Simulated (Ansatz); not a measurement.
# Cs chain started as a strip of triangles: one chain at several levels of theory

Aim: how far do the period, the moment and the conductance of the Cs chain started as a strip of triangles depend on the functional, the datasets and spin-orbit coupling, and at what cost?

Main program and level: Ansatz 0.2.0; DFT PBE, plane waves, PAW; relaxation of a chain's period, in the first sound run; inputs show where later runs differ.

**1. Set-up**

The cell holds 2 atoms: 2 Cs. Cell: a = 13.500 Å, b = 12.000 Å, c = 4.775 Å, α = 90.0°, β = 90.0°, γ = 90.0°. Vacuum lies along a and b. The structure's axis is c.

**2. Relaxing the period, level PBE, cutoff 420 eV**

Band widths follow the bond lengths, so the chain is relaxed first. The atoms and the third cell vector are free; the box across stays fixed as vacuum. Moments are seeded so that a magnetic state can form if it lies lower. A Fermi-Dirac smearing is set since the result may be a metal. The pressure printed is a third of the stress's trace over the whole box, vacuum included; only the stress along the axis is relaxed.

Input file input.yaml:

```yaml
crystal:
  lattice:
    - [13.5, 0.0, 0.0]
    - [0.0, 12.0, 0.0]
    - [0.0, 0.0, 4.77508]
  atoms:
    - { symbol: Cs, position: [0.348900741, 0.5, 0.0], spin: 0.5 }
    - { symbol: Cs, position: [0.651099259, 0.5, 0.5], spin: 0.5 }
magnetization:
  spin_polarized: true
kpoints:
  mp_grid: { grid: [1, 1, 17] }
scf:
  occupations: { method: fermi_dirac, width: 0.05 }
hamiltonian:
  xc: pbe
relax:
  cell: { fix: [a, b, alpha, beta, gamma] }
  max_steps: 60
```

Run with:

```console
$ ansatz run input.yaml --threads 4 --pin off --max-ram 16384MiB --backend cpu --events-out ev --progress --plain --runs-dir out
```

Numbers of over 12 decimals in the logs are rounded to 6 here.

The program printed:

```text
Engine: ansatz 0.2.0, aarch64-unknown-linux-gnu
Pseudopotentials: kind: paw
Pseudopotential: Cs, paw, valence charge 9, recommended cutoff 420 eV (normal), Cs.paw.azcp
Functional definition: PBE
  parameter kappa = 0.804
  parameter beta = 0.066725
  exchange = pbe_x(kappa = kappa, mu = beta*pi^2/3)
  correlation = pbe_c(beta = beta)
Crystal: 2 atoms, lattice volume = 773.563 Å³
Basis set: ecut = 420 eV, 15015 PW (Γ), exchange–correlation on 192×162×64 points (8 copies of the dense FFT grid, shifted against one another)
Bands: 14, of which v1, the nominal top of the filled ones, is band 9 counted from 1 (8 counted from 0)
Symmetry: 8 space group operations
Space group: Pmma (ITA 51), of the structure as read, at distance tolerance 9.2e-5 Å
Magnetic group: BNS 51.289 (UNI 387), of the structure as read, at distance tolerance 9.2e-5 Å
k-points: 9 of 17
Non-local potential: Cs, projectors of the file, l = 0: 3, l = 1: 2, l = 2: 2, l = 3: 2
PAW form: soft (Blöchl's): semilocal exchange-correlation on the pseudo side does not see the compensation charge
PAW one-centre angular grid: Cs, 194 points (default); XC on 64 Gauss nodes
Initial density: superposition of atomic densities (neutral atoms: chi_scale 0, normalization atom)
Starting moments: Σ|m| = 1 μB on 2 of 2 sites
Initial wavefunctions: pseudopotential atomic-orbital guess
Functional: x = pbe(κ = 0.804, μ = 0.219515), c = pbe(β = 0.066725)
iter 1 solved again at ethr=1.20e-3 eV; its pass at ethr=3.10e-3 eV (dr2=2.16e-1 eV) is discarded
SCF iter   1: F=—  HF=-11340.810813 eV  |F-HF|=—  |Δ(HF+E_count)|=         —  Δρ=3.69e-3 (↑3.69e-3 ↓2.84e-3)  dr2=2.71e-1  dr2_m=6.87e-2  M=0.096 μB ∫|m|=0.100 μB  β_m=0.30  ethr=1.20e-3  ⟨swp⟩=1.0  Hψ=2344  notcnv=0
preconditioner: auto → LDOS  [metal: Δε(μ)=0.086 eV  Ē_g=1.517 eV  σ=0.050 eV  W_gap=0.39  n_scr=36 (ndim 8)  ℏωp=1.9 eV  f_vac=0.544  D(μ)=2.25/eV (n_scr^D=8)]
spin=Collinear: LDOS preconditioning applied to the charge; magnetization (m = ρ↑ − ρ↓) channel mixes plain (no charge-response kernel on spin).
SCF iter   2: F=—  HF=-11340.826697 eV  |F-HF|=—  |Δ(HF+E_count)|=   1.59e-2  Δρ=2.59e-3 (↑2.59e-3 ↓2.09e-3)  dr2=1.58e-1  dr2_m=3.46e-2  M=0.077 μB ∫|m|=0.080 μB  β_m=0.30  ethr=1.20e-3  ⟨swp⟩=1.7  Hψ=272  notcnv=0
SCF iter   3: F=—  HF=-11340.827182 eV  |F-HF|=—  |Δ(HF+E_count)|=   4.85e-4  Δρ=1.85e-3 (↑1.41e-3 ↓1.85e-3)  dr2=1.57e-2  dr2_m=1.74e-2  M=0.065 μB ∫|m|=0.066 μB  β_m=0.30  ethr=8.76e-4  ⟨swp⟩=3.7  Hψ=483  notcnv=0
SCF iter   4: F=—  HF=-11340.838183 eV  |F-HF|=—  |Δ(HF+E_count)|=   1.10e-2  Δρ=1.18e-3 (↑1.08e-3 ↓1.18e-3)  dr2=6.50e-3  dr2_m=8.81e-3  M=0.053 μB ∫|m|=0.054 μB  β_m=0.30  ethr=8.73e-5  ⟨swp⟩=2.7  Hψ=521  notcnv=0
SCF iter   5: F=—  HF=-11340.842990 eV  |F-HF|=—  |Δ(HF+E_count)|=   4.81e-3  Δρ=8.35e-4 (↑7.64e-4 ↓8.35e-4)  dr2=9.99e-4  dr2_m=4.45e-3  M=0.044 μB ∫|m|=0.045 μB  β_m=0.30  ethr=3.61e-5  ⟨swp⟩=2.1  Hψ=325  notcnv=0
SCF iter   6: F=—  HF=-11340.845605 eV  |F-HF|=—  |Δ(HF+E_count)|=   2.62e-3  Δρ=5.86e-4 (↑5.86e-4 ↓5.48e-4)  dr2=2.39e-4  dr2_m=2.26e-3  M=0.037 μB ∫|m|=0.038 μB  β_m=0.30  ethr=5.55e-6  ⟨swp⟩=2.5  Hψ=456  notcnv=0
SCF iter   7: F=—  HF=-11340.846741 eV  |F-HF|=—  |Δ(HF+E_count)|=   1.14e-3  Δρ=4.17e-4 (↑4.17e-4 ↓3.90e-4)  dr2=7.93e-5  dr2_m=1.15e-3  M=0.032 μB ∫|m|=0.032 μB  β_m=0.30  ethr=1.33e-6  ⟨swp⟩=2.8  Hψ=405  notcnv=0
Mixer restart at iter 7: flushing history
spin-set hold released at iteration 7 (site moments contracting): the magnetisation degrees of freedom join the quasi-Newton model from the next iteration; the mixer history was flushed
SCF iter   8: F=—  HF=-11340.847363 eV  |F-HF|=—  |Δ(HF+E_count)|=   6.22e-4  Δρ=2.96e-4 (↑2.96e-4 ↓2.80e-4)  dr2=4.81e-5  dr2_m=5.86e-4  M=0.027 μB ∫|m|=0.027 μB  β_m=0.65  ethr=4.40e-7  ⟨swp⟩=1.5  Hψ=316  notcnv=0
SCF iter   9: F=—  HF=-11340.848023 eV  |F-HF|=—  |Δ(HF+E_count)|=   6.60e-4  Δρ=1.53e-5 (↑1.26e-5 ↓1.53e-5)  dr2=4.09e-6  dr2_m=1.15e-6  M=0.012 μB ∫|m|=0.012 μB  β_m=0.82  ethr=2.67e-7  ⟨swp⟩=2.0  Hψ=424  notcnv=0
SCF iter  10: F=—  HF=-11340.848095 eV  |F-HF|=—  |Δ(HF+E_count)|=   7.26e-5  Δρ=9.35e-6 (↑7.44e-6 ↓9.35e-6)  dr2=8.77e-7  dr2_m=4.45e-7  M=0.007 μB ∫|m|=0.008 μB  β_m=0.91  ethr=2.27e-8  ⟨swp⟩=2.9  Hψ=409  notcnv=0
SCF iter  11: F=—  HF=-11340.848107 eV  |F-HF|=—  |Δ(HF+E_count)|=   1.20e-5  Δρ=2.77e-6 (↑2.28e-6 ↓2.77e-6)  dr2=2.95e-8  dr2_m=4.28e-8  M=0.002 μB ∫|m|=0.003 μB  β_m=0.96  ethr=5.56e-10  ⟨swp⟩=3.8  Hψ=1068  notcnv=0
SCF iter  12: F=—  HF=-11340.848108 eV  |F-HF|=—  |Δ(HF+E_count)|=   1.03e-6  Δρ=1.30e-6 (↑1.30e-6 ↓1.14e-6)  dr2=3.07e-8  dr2_m=8.99e-9  M=0.001 μB ∫|m|=0.001 μB  β_m=0.98  ethr=1.64e-10  ⟨swp⟩=5.3  Hψ=853  notcnv=0
SCF iter  13: F=—  HF=-11340.848109 eV  |F-HF|=—  |Δ(HF+E_count)|=   2.44e-7  Δρ=5.47e-7 (↑5.47e-7 ↓4.76e-7)  dr2=3.36e-9  dr2_m=1.65e-9  M=0.000 μB ∫|m|=0.001 μB  β_m=0.95  ethr=1.64e-10  ⟨swp⟩=4.8  Hψ=797  notcnv=0
SCF iter  14: F=—  HF=-11340.848109 eV  |F-HF|=—  |Δ(HF+E_count)|=   4.48e-8  Δρ=2.60e-7 (↑2.60e-7 ↓2.14e-7)  dr2=4.54e-10  dr2_m=3.83e-10  M=0.000 μB ∫|m|=0.000 μB  β_m=0.97  ethr=1.87e-11  ⟨swp⟩=3.8  Hψ=663  notcnv=0
SCF iter  15: F=—  HF=-11340.848109 eV  |F-HF|=—  |Δ(HF+E_count)|=   1.49e-8  Δρ=7.03e-8 (↑6.49e-8 ↓7.03e-8)  dr2=3.35e-11  dr2_m=2.81e-11  M=0.000 μB ∫|m|=0.000 μB  β_m=0.99  ethr=2.52e-12  ⟨swp⟩=3.8  Hψ=637  notcnv=0
SCF iter  16: F=-11340.848109 eV  HF=-11340.848109 eV  |F-HF|=8.19e-11  |Δ(HF+E_count)|=   1.00e-9  Δρ=2.83e-8 (↑2.81e-8 ↓2.83e-8)  dr2=3.03e-12  dr2_m=5.43e-12  M=0.000 μB ∫|m|=0.000 μB  ethr=1.00e-12  ⟨swp⟩=2.8  Hψ=508  notcnv=0
WARN: the starting moments were not kept: the SCF closed with an absolute magnetisation of 3.4e-5 μB, where they sum to 1 μB in size (2 sites). That is at most 0.1 of that sum. Measured as dr2_m measures the in/out step, that magnetisation stands 1.6e-11 eV from none, at or under the dr2_threshold of 1.0e-7 eV: it is no larger than a step whose dr2_m would equal this threshold. The system may hold no moment; this SCF [...]
SCF 1 converged in 16 iterations: F = -11340.848109 eV  dr2 = 3.03e-12
  greatest PAW one-centre occupation: 0.932 electrons in one spin orbital (limit 2), on the Cs atom at site 1 (counted from 0), in its partial waves of l = 0
relax step   1: F+E_penalty+E_count = -11340.84810869 eV  Δ(F+E_penalty+E_count) = +0.000e0 eV  max|allowed force component| = 2.135e-1 eV/Å  Δτ_max = 0.0000 Å  P = +0.131 GPa  Ω = 773.563 Å³  fix = [a, b, alpha, beta, gamma]  reactions: a +0.177, b -0.025 GPa  (16 SCF iters, dr2 threshold 1.00e-7 eV, accepted)
Crystal: 2 atoms, lattice volume = 777.704 Å³
[...]
SCF 3 converged in 10 iterations: F = -11340.934715 eV  dr2 = 4.79e-12
  greatest PAW one-centre occupation: 0.931 electrons in one spin orbital (limit 2), on the Cs atom at site 1 (counted from 0), in its partial waves of l = 0
relax step   3: F+E_penalty+E_count = -11340.93471502 eV  Δ(F+E_penalty+E_count) = -6.746e-2 eV  max|allowed force component| = 4.856e-2 eV/Å  Δτ_max = 0.1930 Å  P = +0.035 GPa  Ω = 804.114 Å³  energy of the carried Pulay correction = -1.342e-5 eV  fix = [a, b, alpha, beta, gamma]  reactions: a +0.036, b -0.025 GPa  (10 SCF iters, dr2 threshold 2.00e-7 eV, accepted)
[...]
relax step   4: F+E_penalty+E_count = -11340.94569302 eV  Δ(F+E_penalty+E_count) = -1.098e-2 eV  max|allowed force component| = 8.448e-3 eV/Å  Δτ_max = 0.0835 Å  P = +0.005 GPa  Ω = 819.239 Å³  energy of the carried Pulay correction = -1.988e-5 eV  fix = [a, b, alpha, beta, gamma]  reactions: a -0.005, b -0.025 GPa  (9 SCF iters, dr2 threshold 1.47e-7 eV, accepted)
[...]
relax step   5: F+E_penalty+E_count = -11340.94749391 eV  Δ(F+E_penalty+E_count) = -1.801e-3 eV  max|allowed force component| = 6.033e-3 eV/Å  Δτ_max = 0.0345 Å  P = -0.008 GPa  Ω = 828.056 Å³  energy of the carried Pulay correction = -2.358e-5 eV  fix = [a, b, alpha, beta, gamma]  reactions: a -0.020, b -0.025 GPa  (9 SCF iters, accepted)
[...]
relax step   6: F+E_penalty+E_count = -11340.94779593 eV  Δ(F+E_penalty+E_count) = -3.020e-4 eV  max|allowed force component| = 8.867e-3 eV/Å  Δτ_max = 0.0044 Å  P = -0.012 GPa  Ω = 831.790 Å³  energy of the carried Pulay correction = -2.514e-5 eV  fix = [a, b, alpha, beta, gamma]  reactions: a -0.024, b -0.024 GPa  (7 SCF iters, accepted)
[...]
relax step   7: F+E_penalty+E_count = -11340.94812784 eV  Δ(F+E_penalty+E_count) = -3.319e-4 eV  max|allowed force component| = 9.249e-3 eV/Å  Δτ_max = 0.0060 Å  P = -0.015 GPa  Ω = 836.435 Å³  energy of the carried Pulay correction = -2.707e-5 eV  fix = [a, b, alpha, beta, gamma]  reactions: a -0.025, b -0.024 GPa  (8 SCF iters, accepted)
Basis set: ecut = 420 eV, 16361 PW (Γ), exchange–correlation on 192×162×72 points (8 copies of the dense FFT grid, shifted against one another)
Initial wavefunctions: pseudopotential atomic-orbital guess (no wavefunctions were taken with the density)
iter 1 solved again at ethr=1.60e-6 eV; its pass at ethr=3.10e-3 eV (dr2=2.87e-4 eV) is discarded
SCF iter   1: F=—  HF=-11340.948183 eV  |F-HF|=—  |Δ(HF+E_count)|=         —  Δρ=3.47e-6 (↑3.47e-6 ↓3.47e-6)  dr2=4.24e-8  dr2_m=1.66e-11  M=-0.000 μB ∫|m|=0.000 μB  β_m=0.30  ethr=1.60e-6  ⟨swp⟩=5.0  Hψ=2836  notcnv=0
eigensolver tolerance schedule: the retry pair's looser diagonalisation over-reported the residual by 6776.52 of it (diagonalisation noise at an unbounded share of the residual, at the tolerance the schedule requests for it); recorded, not acted on — ethr = c·dr2/N_el stays at c = 1.0e-1
preconditioner: auto → Resta (q_TF=auto, 1.439 Å⁻¹)  ε∞=2.6  [insulator: Δε(μ)=0.153 eV  Ē_g=1.449 eV  σ=0.050 eV  W_gap=0.59  n_scr=44 (ndim 8)  ℏωp=1.8 eV  f_vac=0.555  D(μ)=2.65/eV (n_scr^D=8)  ε∞_Penn≈2.6  vacuum switching on, ρ_ref=1.5e-4 e/Å³]
spin=Collinear: Resta preconditioning applied to the charge; magnetization (m = ρ↑ − ρ↓) channel mixes plain (no charge-response kernel on spin).
SCF iter   2: F=—  HF=-11340.948226 eV  |F-HF|=—  |Δ(HF+E_count)|=   4.32e-5  Δρ=2.48e-6 (↑2.48e-6 ↓2.48e-6)  dr2=2.16e-8  dr2_m=1.44e-11  M=-0.000 μB ∫|m|=0.000 μB  β_m=0.65  ethr=2.36e-10  ⟨swp⟩=3.3  Hψ=518  notcnv=0
SCF iter   3: F=—  HF=-11340.948233 eV  |F-HF|=—  |Δ(HF+E_count)|=   7.02e-6  Δρ=1.65e-7 (↑1.59e-7 ↓1.65e-7)  dr2=1.30e-9  dr2_m=7.12e-12  M=-0.000 μB ∫|m|=0.000 μB  β_m=0.56  ethr=1.20e-10  ⟨swp⟩=2.8  Hψ=438  notcnv=0
SCF iter   4: F=—  HF=-11340.948232 eV  |F-HF|=—  |Δ(HF+E_count)|=   4.02e-7  Δρ=8.46e-8 (↑8.11e-8 ↓8.46e-8)  dr2=1.75e-10  dr2_m=5.95e-12  M=-0.000 μB ∫|m|=0.000 μB  β_m=0.65  ethr=7.21e-12  ⟨swp⟩=3.8  Hψ=469  notcnv=0
SCF iter   5: F=—  HF=-11340.948232 eV  |F-HF|=—  |Δ(HF+E_count)|=  5.86e-10  Δρ=4.65e-8 (↑4.13e-8 ↓4.65e-8)  dr2=4.58e-11  dr2_m=4.50e-12  M=-0.000 μB ∫|m|=0.000 μB  β_m=0.83  ethr=1.00e-12  ⟨swp⟩=3.0  Hψ=383  notcnv=0
SCF iter   6: F=-11340.948232 eV  HF=-11340.948232 eV  |F-HF|=4.18e-11  |Δ(HF+E_count)|=  5.22e-10  Δρ=1.86e-8 (↑1.55e-8 ↓1.86e-8)  dr2=1.63e-12  dr2_m=2.17e-12  M=-0.000 μB ∫|m|=0.000 μB  ethr=1.00e-12  ⟨swp⟩=7.3  Hψ=1061  notcnv=0
the starting moments were not kept: the SCF closed with an absolute magnetisation of 4.4e-5 μB, where they sum to 1 μB in size (2 sites). That is at most 0.1 of that sum.
SCF 8 converged in 6 iterations: F = -11340.948232 eV  dr2 = 1.63e-12
relax step   8: F+E_penalty+E_count = -11340.94823247 eV  Δ(F+E_penalty+E_count) = -1.046e-4 eV  max|allowed force component| = 9.248e-3 eV/Å  Δτ_max = 0.0000 Å  P = -0.015 GPa  Ω = 836.435 Å³  fix = [a, b, alpha, beta, gamma]  reactions: a -0.025, b -0.024 GPa  stress off target by 4.51e-3 GPa on what of the cell is left free  SCF on the basis re-selected at this cell (its energy is not comparable with the rows above)  (6 SCF iters)
basis re-selected at this cell: Δ(F+E_penalty+E_count) = -1.046e-4 eV, ΔP = +0.000 GPa vs the last step (what re-selecting the basis moved, of the pressure what is left beyond the Pulay correction that the steps carried, after the strain that the cell walked since its last selection, with what the two solves' SCF thresholds leave and, on support functions, any second-order correction that the steps lacked; it is no measure of the basis error at this ecutwfc). The dense FFT grid was sized anew with the basis: this SCF ran on 96×81×36 points, the steps before it on 96×81×32, so part of this shift can come from that change (see relax.cell in the input reference). [rest of the remark cut]
SCF converged after 6 iterations
Magnetization: -0.0000 μB (9.0000 up, 9.0000 down)
Absolute magnetization: 0.0000 μB (∫|ρ↑−ρ↓|, with the PAW one-centre terms)
Spin contamination: 0.0000 ħ² per cell (⟨S²⟩ above its minimum at these occupations)
Per-site moments (μB) at R_I (Å): [(-5.2919041650717935e-6, 2.129812), (-5.291904165004267e-6, 2.129812)]
Free energy (F): -11340.948232 eV
Harris-Foulkes:  -11340.948232 eV  (|F-HF|=4.18e-11)
Internal energy: -11340.926144 eV  (E = F + TS)
E sigma→0 (E₀):  -11340.937188 eV
Entropy (-TS):   -0.022088 eV (-11.044 meV/atom)
Fermi energy:    -0.735815 eV
--- Per-component energies (eV) ---
  E_band       = -244.128694
  E_kinetic    = 280.722089
  E_local      = -1529.467888  (includes V_loc(G=0)·N_el)
  E_nonlocal   = 60.548326
  E_hartree    = 616.836122
  E_xc         = -344.867558
  E_vxc        = -247.900206  (∫ρ·V_xc dr)
  E_paw        = -10133.558599  (= ΣΔE_a)
  E_vpaw       = -41.703277  (= ΣTr[D̂ρ^β])
  E_aug_tail   = -0.000003  (compensation charges beyond the density's cutoff)
  E_ewald      = -291.138635
  E_smearing   = -0.022088  (= −TS)
  E_closure    = 0.000000  (closes the sum)
  Σ components = -11340.948232   (vs F -11340.948232, Δ=0.00e0)
--- Forces (eV/Å), atoms counted from 1 ---
  atom   1  Cs     0.00924828     0.00000000     0.00000000
  atom   2  Cs    -0.00924828     0.00000000    -0.00000000
  max |Σ_I F_I| component: 1.73e-18 eV/Å
--- Stress (GPa, compression-positive) ---
       -0.024566      -0.000000      -0.000000
       -0.000000      -0.024308       0.000000
       -0.000000       0.000000       0.004512
  P = ⅓ Tr σ = -0.0148 GPa (-0.148 kbar)
--- Relaxed structure (7 steps of the walk, 7 accepted, 1 SCFs on fresh bases) ---
  F+E_penalty+E_count = -11340.94823247 eV   max|allowed force component| = 9.248e-3 eV/Å   (the final SCF, on the basis selected at the relaxed cell)
  cell:  # Å, volume = 836.4351 Å³
    - [13.5, 0, 0]
    - [0, 12.0, 0]
    - [0, 0, 5.163180]
  atoms:
    - { symbol: Cs, position: [0.323509, 0.5, 0] }
    - { symbol: Cs, position: [0.676491, 0.5, 0.5] }
```

Wall time 41 s (4 threads of Arm Neoverse V1, shared host); peak memory 1.1 GiB; 2.7 min of CPU time.

Relaxation path:

| step | energy less that of the first step (eV) | largest force component (eV/Å) | pressure (GPa) | volume (Å³) |
| --- | --- | --- | --- | --- |
| 1 | 0.0000 | 0.2135 | 0.13 | 773.56 |
| 2 | -0.0191 | 0.1834 | 0.11 | 777.70 |
| 3 | -0.0866 | 0.0486 | 0.03 | 804.11 |
| 4 | -0.0976 | 0.0084 | 0.00 | 819.24 |
| 5 | -0.0994 | 0.0060 | -0.01 | 828.06 |
| 6 | -0.0997 | 0.0089 | -0.01 | 831.79 |
| 7 | -0.1000 | 0.0092 | -0.02 | 836.44 |
| 8* | -0.1001 | 0.0092 | -0.01 | 836.44 |

Relaxation steps marked * repeat the geometry before them on a plane-wave basis chosen anew for their cell, so energy and pressure can jump there.

The run keeps the 8 symmetry operations that it works with, so distortions that break them were not tested.

| cell as run | before | after | change |
| --- | --- | --- | --- |
| c (Å) | 4.775 | 5.163 | +8.1 % |

The atoms that moved most (Å, along periodic axes as changes of fractional coordinates times the final cell, across vacuum about the mean position):

| atom | dx | dy | dz | length |
| --- | --- | --- | --- | --- |
| Cs1 | -0.343 | 0.000 | 0.000 | 0.343 |
| Cs2 | 0.343 | 0.000 | 0.000 | 0.343 |

Final coordinates:

```
Cs
1.0
    13.50000    0.00000    0.00000
     0.00000   12.00000    0.00000
     0.00000    0.00000    5.16318
Cs
2
Direct
  0.32351 0.50000 0.00000
  0.67649 0.50000 0.50000
```

This step gave:

```
energy at zero smearing    : -11340.9372 eV
cell length along the wire : 5.163 Å
```

The cell's length comes to 5.163 Å with no moment.

(Part 1 of 3 ends here.)

[Logs are printed without paths, hosts, clocks, repeated set-up lines and the standing remarks that a program may print on its own settings, such as how far it seeks lower states.]

[Hosts, paths, dates, database ids (printed as entryN), source tags and the programs' standing remarks are cut or masked in the printed files.]
